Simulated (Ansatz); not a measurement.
**TiO2 (Anatase): a many-body input that goes wrong, and its mend**

Aim: the G0W0 gap of TiO2 (Anatase). The first input has a fault.

Method: G0W0 on PBE, plane waves, PAW, in Ansatz 0.2.0.

## 1. Set-up

Symmetry: I4_1/amd, No. 141, tetragonal system. The conventional cell has a = 3.784 Å, b = 3.784 Å, c = 9.515 Å, α = 90.00°, β = 90.00°, γ = 90.00°. Nearest to Ti lie 6 O at 1.93 to 1.98 Å. O has 3 Ti at 1.93 to 1.98 Å nearest. Farther neighbours and most contacts between anions are not listed.

The cell and positions come from the Crystallography Open Database and are kept as given unless a step says otherwise. The default PAW set here is soft_2. Its files were made with PBE.

## 2. First try

Contents of input.yaml:

```yaml
crystal:
  lattice:
    - [-1.8921, 1.8921, 4.7573]
    - [1.8921, -1.8921, 4.7573]
    - [1.8921, 1.8921, -4.7573]
  atoms:
    - { symbol: Ti, position: [0.0, 0.0, 0.0] }
    - { symbol: Ti, position: [0.75, 0.25, 0.5] }
    - { symbol: O, position: [0.2081, 0.2081, 0.0] }
    - { symbol: O, position: [0.9581, 0.4581, 0.5] }
    - { symbol: O, position: [0.5419, 0.0419, 0.5] }
    - { symbol: O, position: [0.7919, 0.7919, 0.0] }
kpoints:
  mp_grid: { grid: [6, 6, 6] }
hamiltonian:
  xc: pbe
scf:
  occupations: { method: fixed }
gw:
  n_empty_bands: 4
  ecut_chi: 40
  qp_bands: [v2, c2]
  qp_kpoints: band_edges
  screening: { model: contour_deformation }
```

Started as:

```sh
$ ansatz run input.yaml --threads 3 --pin off --max-ram 64512MiB --backend cuda --events-out ev --progress --plain --runs-dir out --devices 1 --max-vram 24GiB  # rebuilt from the run's record
```

Numbers of over 12 decimals in the logs are rounded to 6 here.

Output:

```text
GPUs: using 1 of 1 available (devices: 1).
Engine: ansatz 0.2.0, x86_64-unknown-linux-gnu
Pseudopotentials: kind: paw
Pseudopotential: Ti, paw, valence charge 12, recommended cutoff 420 eV (normal), Ti.paw.azcp
Pseudopotential: O, paw, valence charge 6, recommended cutoff 420 eV (normal), O.paw.azcp
Functional definition: PBE
  parameter kappa = 0.804
  parameter beta = 0.066725
  exchange = pbe_x(kappa = kappa, mu = beta*pi^2/3)
  correlation = pbe_c(beta = beta)
device memory: the entry about to start is reckoned to put 1.2 GiB on a device that reports 66.2 GiB free (of which the cap on the GPU budget leaves the run 24.0 GiB)
GPU FFT provider: cuFFT
GPU libraries: cuBLAS 13.8.2, cuFFT 12.4.0, cuSOLVER 12.3.4
Crystal: 6 atoms, lattice volume = 68.125 Å³
Basis set: ecut = 420 eV, 1315 PW (Γ)
Bands: 30, of which v1, the nominal top of the filled ones, is band 24 counted from 1 (23 counted from 0)
Symmetry: 16 space group operations
Space group: I41/amd (ITA 141), of the structure as read, at distance tolerance 4.1e-5 Å
k-points: 30 of 216
Non-local potential: Ti, projectors of the file, l = 0: 3, l = 1: 2, l = 2: 3, l = 3: 1
Non-local potential: O, projectors of the file, l = 0: 2, l = 1: 2, l = 2: 1
PAW form: soft (Blöchl's): semilocal exchange-correlation on the pseudo side does not see the compensation charge
PAW one-centre angular grid: Ti, 590 points (default); XC on 64 Gauss nodes
PAW one-centre angular grid: O, 110 points (default); XC on 64 Gauss nodes
Initial density: superposition of atomic densities (neutral atoms: chi_scale 0, normalization atom), corrected by the library's trained network
Initial wavefunctions: pseudopotential atomic-orbital guess
GPU buffer pool allocated for 64000 grid points (all kernels)
GPU transforms: local potential and band sums: pruned to the plane-wave sphere, on 40×40×40
Functional: x = pbe(κ = 0.804, μ = 0.219515), c = pbe(β = 0.066725)
SCF iter   1: F=—  HF=-7277.469444 eV  |F-HF|=—  |Δ(HF+E_count)|=         —  Δρ=3.44e-3  dr2=3.18e-3  ethr=1.77e-3  ⟨swp⟩=4.1  Hψ=3412  notcnv=0  defer=78
preconditioner: auto → none  [insulator: Δε(μ)=2.183 eV  Ē_g=9.668 eV  n_scr=14 (ndim 8)  ℏωp=25.4 eV  f_vac=0.102  ε∞_Penn≈7.9]
SCF iter   2: F=—  HF=-7277.471126 eV  |F-HF|=—  |Δ(HF+E_count)|=   1.68e-3  Δρ=2.66e-3  dr2=3.64e-3  ethr=6.63e-6  ⟨swp⟩=3.2  Hψ=1878  notcnv=0  defer=120
SCF iter   3: F=—  HF=-7277.470946 eV  |F-HF|=—  |Δ(HF+E_count)|=   1.80e-4  Δρ=1.46e-3  dr2=9.74e-4  ethr=6.63e-6  ⟨swp⟩=2.0  Hψ=1371  notcnv=0  defer=120
SCF iter   4: F=—  HF=-7277.471071 eV  |F-HF|=—  |Δ(HF+E_count)|=   1.25e-4  Δρ=5.98e-4  dr2=1.55e-4  ethr=2.03e-6  ⟨swp⟩=2.0  Hψ=1204  notcnv=0  defer=120
SCF iter   5: F=—  HF=-7277.471109 eV  |F-HF|=—  |Δ(HF+E_count)|=   3.85e-5  Δρ=1.19e-4  dr2=5.70e-6  ethr=3.22e-7  ⟨swp⟩=2.0  Hψ=1120  notcnv=0  defer=64
SCF iter   6: F=-7277.471112 eV  HF=-7277.471112 eV  |F-HF|=4.60e-9  |Δ(HF+E_count)|=   2.67e-6  Δρ=1.17e-5  dr2=5.25e-8  ethr=2.08e-10  ⟨swp⟩=7.8  Hψ=3764  notcnv=0
SCF 1 converged in 6 iterations: F = -7277.471112 eV  dr2 = 5.25e-8
[...]
device memory: the entry about to start is reckoned to put 1.3 GiB (of the 1.4 GiB reckoned in all, the device holds 0.1 GiB already) on a device that reports 66.1 GiB free (of which the cap on the GPU budget leaves the run 23.9 GiB)
NSCF: frozen V_eff on 30 k-points, pencils in batches of 32, up to order 120
[...]
device memory: the entry about to start is reckoned to put 1.2 GiB on a device that reports 66.0 GiB free (of which the cap on the GPU budget leaves the run 24.0 GiB)
NSCF: frozen V_eff on 30 k-points, pencils in batches of 32, up to order 132
G₀W₀ screening: q 1/30
[... further progress lines ...]
device memory: the entry about to start is reckoned to put 0.6 GiB on a device that reports 62.0 GiB free (of which the cap on the GPU budget leaves the run 24.0 GiB)
NSCF: frozen V_eff on 1 k-points
[...]
k-point 0: bands = [... 20 lower, 6.5768, 6.5768, 6.8603, 6.8603, 9.4571, 10.1979, 11.3381, 11.3381, ... 2 higher]
  k-point 1: bands = [... 20 lower, 5.9961, 6.1682, 6.6813, 7.0711, 10.2981, 10.3998, 10.5942, 11.0350, ... 2 higher]
  k-point 2: bands = [... 20 lower, 5.2662, 6.3837, 6.7441, 7.2230, 10.4095, 10.6690, 10.8331, 11.1645, ... 2 higher]
  k-point 29: bands = [... 20 lower, 6.0736, 6.0736, 7.2097, 7.2097, 9.8146, 9.8146, 11.1183, 11.1183, ... 2 higher]
--- G₀W₀: contour deformation, 6 samples at zero and on the imaginary axis and 2 off it, 216 q-points, 4 empty bands' worth ---
  eigenvalues of the whole cell's RPA ε∞ on this k-mesh (on a slab, of 1 + 4πα/V) = 3.8560, 4.3546, 4.3546; static W/v taken at q = 0 is 0.236144
  gw.qp_kpoints: band_edges: 30 of 30 stored k-points solved, in 2 passes; an edge of the gap read off the rows below is read off those points alone
  `?` marks the rows in doubt; gw_qp.tsv's column doubts and the gw_qp event give each row's grounds
    ik  band        ε_KS         Σx   Σc(E_QP)       V_xc       Z   E_QP_lin       E_QP  E_QP is
     0    23      6.8603   -25.3206     4.2120   -20.3244  0.6764     6.0455     6.0760  root
     0    24      6.8603   -25.3206     4.2120   -20.3244  0.6764     6.0455     6.0760  root
     0    25      9.4571   -13.0752    -4.1622   -20.7917  0.7475    13.4708    13.0114  root ?
     0    26     10.1979   -13.4563    -5.0940   -22.1402  0.7327    14.6167    13.7878  root ?
     1    23      6.6813   -25.8880     4.2250   -20.8930  0.6851     5.8835     5.9113  root
     1    24      7.0711   -25.7413     4.1558   -20.8004  0.6878     6.2582     6.2861  root
     1    25     10.2981   -13.3669    -5.3932   -22.0988  0.7125    14.3002    13.6368  root ?
     1    26     10.3998   -14.3012    -4.2258   -21.9275  0.7443    14.4633    13.8004  root ?
     2    23      6.7441   -25.3313     4.2265   -20.3801  0.6736     5.9937     6.0194  root
     2    24      7.2230   -25.6906     4.1464   -20.7911  0.6841     6.4444     6.4699  root
     2    25     10.4095   -13.6317    -5.6210   -22.3636  0.6947    14.0663    13.5205  root ?
     2    26     10.6690   -14.7392    -5.1890   -22.8996  0.6974    14.1322    13.6404  root ?
     3    23      7.2901   -25.8087     4.1263   -20.9375  0.6876     6.5210     6.5453  root
     3    24      7.2901   -25.8087     4.1263   -20.9375  0.6876     6.5210     6.5453  root
     3    25     10.6937   -13.8838    -5.8736   -22.7148  0.6802    14.1835    13.6511  root ?
     3    26     10.6937   -13.8838    -5.8736   -22.7148  0.6802    14.1835    13.6511  root ?
     4    23      6.6095   -26.0100     3.8859   -21.5857  0.6951     6.0593     6.0711  root
     4    24      6.8711   -25.6509     4.1761   -20.7074  0.6855     6.0761     6.1036  root
     4    25     10.0153   -14.0527    -4.1226   -21.5349  0.7428    13.9215    13.3749  root ?
     4    26     10.3109   -13.4936    -5.1764   -22.1321  0.7245    14.5332    13.7730  root ?
     5    23      6.6821   -25.9317     4.2035   -20.9314  0.6898     5.8562     5.8852  root
     5    24      6.9221   -25.2441     4.1688   -20.3507  0.6767     6.1722     6.1975  root
     5    25     10.3804   -13.5301    -5.5059   -22.2382  0.7028    14.1707    13.5826  root ?
     5    26     10.5690   -14.2344    -5.2321   -22.6385  0.7075    14.3114    13.7409  root ?
     6    23      6.9939   -25.5034     4.1531   -20.6457  0.6806     6.2664     6.2893  root
     6    24      7.2244   -25.6823     4.1193   -20.8284  0.6852     6.4658     6.4897  root
     6    25     10.5599   -13.8956    -5.6956   -22.6166  0.6880    14.1179    13.5853  root ?
     6    26     10.7034   -14.1535    -5.5302   -22.6071  0.6877    14.1248    13.6268  root ?
[...]
27    24      6.6246   -25.8069     4.2213   -20.8826  0.6854     5.8987     5.9216  root
[...]
27    26     10.7554   -14.4295    -5.0303   -22.5164  0.7085    14.3436    13.8120  root ?
    28    23      6.7042   -25.1805     4.1431   -20.3453  0.6757     5.9888     6.0120  root
    28    24      6.7042   -25.1805     4.1431   -20.3453  0.6757     5.9888     6.0120  root
    28    25     10.3065   -13.8871    -4.7421   -21.9573  0.7280    14.2546    13.6345  root ?
    28    26     10.3065   -13.8871    -4.7421   -21.9573  0.7280    14.2546    13.6345  root ?
    29    23      7.2097   -26.1440     4.0320   -21.3790  0.6993     6.4544     6.4766  root
    29    24      7.2097   -26.1440     4.0320   -21.3790  0.6993     6.4544     6.4766  root
    29    25      9.8146   -13.2308    -4.5123   -21.4109  0.7411    14.0278    13.4823  root ?
    29    26      9.8146   -13.2308    -4.5123   -21.4109  0.7411    14.0278    13.4823  root ?
[key lines of the parts left out:]
SCF converged after 6 iterations
Free energy (F): -7277.471112 eV
Fermi energy:    7.290149 eV
```

The job ended after 58 s (1 × NVIDIA H100 80GB HBM3 (shared by 3 runs) with 3 threads of AMD EPYC 7R13 (Zen 3), shared host; peak memory 1 GiB; 76 s of CPU time).

Q: What is the fault?

The run ended normally, though the input holds a fault or crude settings.

The fault: four empty bands in G0W0. The sums over empty states are cut off almost at the gap, so screening and correlation are far from complete.

It printed a gap of 6.47 eV, which is an artefact of the settings.

## 3. A better input

Now the one-shot GW correction: screening in the RPA, then the self-energy of the levels asked for.

Edit input.yaml of step 2 so:

```diff
@@ -19,4 +19,4 @@
 gw:
-  n_empty_bands: 4
-  ecut_chi: 40
+  n_empty_bands: 250
+  ecut_chi: 138
   qp_bands: [v2, c2]
```

Output:

```text
GPUs: using 1 of 1 available (devices: 1).
[...]
GPU FFT provider: cuFFT
GPU libraries: cuBLAS 13.8.2, cuFFT 12.4.0, cuSOLVER 12.3.4
Crystal: 6 atoms, lattice volume = 68.125 Å³
Basis set: ecut = 420 eV, 1315 PW (Γ)
Bands: 30, of which v1, the nominal top of the filled ones, is band 24 counted from 1 (23 counted from 0)
[... 1 set-up line as in the run before ...]
[...]
k-points: 30 of 216
[...]
GPU buffer pool allocated for 64000 grid points (all kernels)
[...]
SCF iter   1: F=—  HF=-7277.469444 eV  |F-HF|=—  |Δ(HF+E_count)|=         —  Δρ=3.44e-3  dr2=3.18e-3  ethr=1.77e-3  ⟨swp⟩=4.1  Hψ=3412  notcnv=0  defer=78
[...]
SCF iter   6: F=-7277.471112 eV  HF=-7277.471112 eV  |F-HF|=4.60e-9  |Δ(HF+E_count)|=   2.67e-6  Δρ=1.17e-5  dr2=5.25e-8  ethr=2.08e-10  ⟨swp⟩=7.8  Hψ=3764  notcnv=0
SCF 1 converged in 6 iterations: F = -7277.471112 eV  dr2 = 5.25e-8
[...]
0    23      6.8603   -25.3206     4.6777   -20.3244  0.7015     6.5394     6.5417  root
     0    24      6.8603   -25.3206     4.6777   -20.3244  0.7015     6.5394     6.5417  root
     0    25      9.4571   -13.0752    -6.5481   -20.7917  0.7307    10.6520    10.6255  root
     0    26     10.1979   -13.4563    -7.4083   -22.1402  0.7101    11.5140    11.4735  root
     1    23      6.6813   -25.8880     4.6537   -20.8930  0.7112     6.3376     6.3400  root
     1    24      7.0711   -25.7413     4.6284   -20.8004  0.7087     6.7567     6.7587  root
     1    25     10.2981   -13.3669    -7.4557   -22.0988  0.7102    11.6151    11.5742  root
     1    26     10.3998   -14.3012    -6.4679   -21.9275  0.7108    11.5897    11.5583  root
[...]
29    23      7.2097   -26.1440     4.4895   -21.3790  0.7145     6.9327     6.9342  root
    29    24      7.2097   -26.1440     4.4895   -21.3790  0.7145     6.9327     6.9342  root
    29    25      9.8146   -13.2308    -6.9575   -21.4109  0.7213    11.0699    11.0371  root
    29    26      9.8146   -13.2308    -6.9575   -21.4109  0.7213    11.0699    11.0371  root
[key lines of the parts left out:]
SCF converged after 6 iterations
Free energy (F): -7277.471112 eV
Fermi energy:    7.290149 eV
```

Run time: 48 s. Hardware: 1 × NVIDIA H100 80GB HBM3 (shared by 3 runs) with 3 threads; peak memory 1.7 GiB.

This step gave:

* bands summed: 274
* RPA ε∞ on this mesh (eigenvalues): 6.020, 6.569, 6.569
* plane waves in the screening matrix: 253
* q-points in the mesh: 216
* G0W0 gap on the mesh: 3.614 eV
* k of the valence top: 0, 0, -0.5
* k of the conduction bottom: 0, 0, 0
* starting gap on the mesh: 2.167 eV
* Z at the valence top: 0.7086
* Z at the conduction bottom: 0.7307
* least direct G0W0 gap on the computed points: 3.946 eV

The gap on the mesh goes from 2.17 eV to 3.61 eV, a correction of +1.45 eV. Between the two edge states, bare exchange in place of the xc potential would open the gap by 12.59 eV, and correlation takes back 11.14 eV.

## 4. Outcome

```
first try  : converged after 58 s
better run : G0W0 gap on the mesh 3.61 eV (6×6×6 mesh, 250 empty bands, screening to 138 eV)
```

What this shows: The second run differs in: empty bands and screening cutoff (eV). Bands and cutoff are finite, so the gap is not at the basis limit. The miss can reach some tenths of an eV and take either sign; the mesh is an error of its own.

[Paths, hosts, dates, memory and timing lines, banners, echoed tables and standing remarks are left out of the program output.]

[Logs are printed without paths, hosts, clocks, repeated set-up lines and the standing remarks that a program may print on its own settings, such as how far it seeks lower states.]

[Runs of the session that timed out or met a known fault of the program may be left out.]

[Cells called generated may have been cut or substituted from an entry of the Crystallography Open Database or the Materials Project.]

[Hosts, paths, dates, database ids (printed as entryN), source tags and the programs' standing remarks are cut or masked in the printed files.]
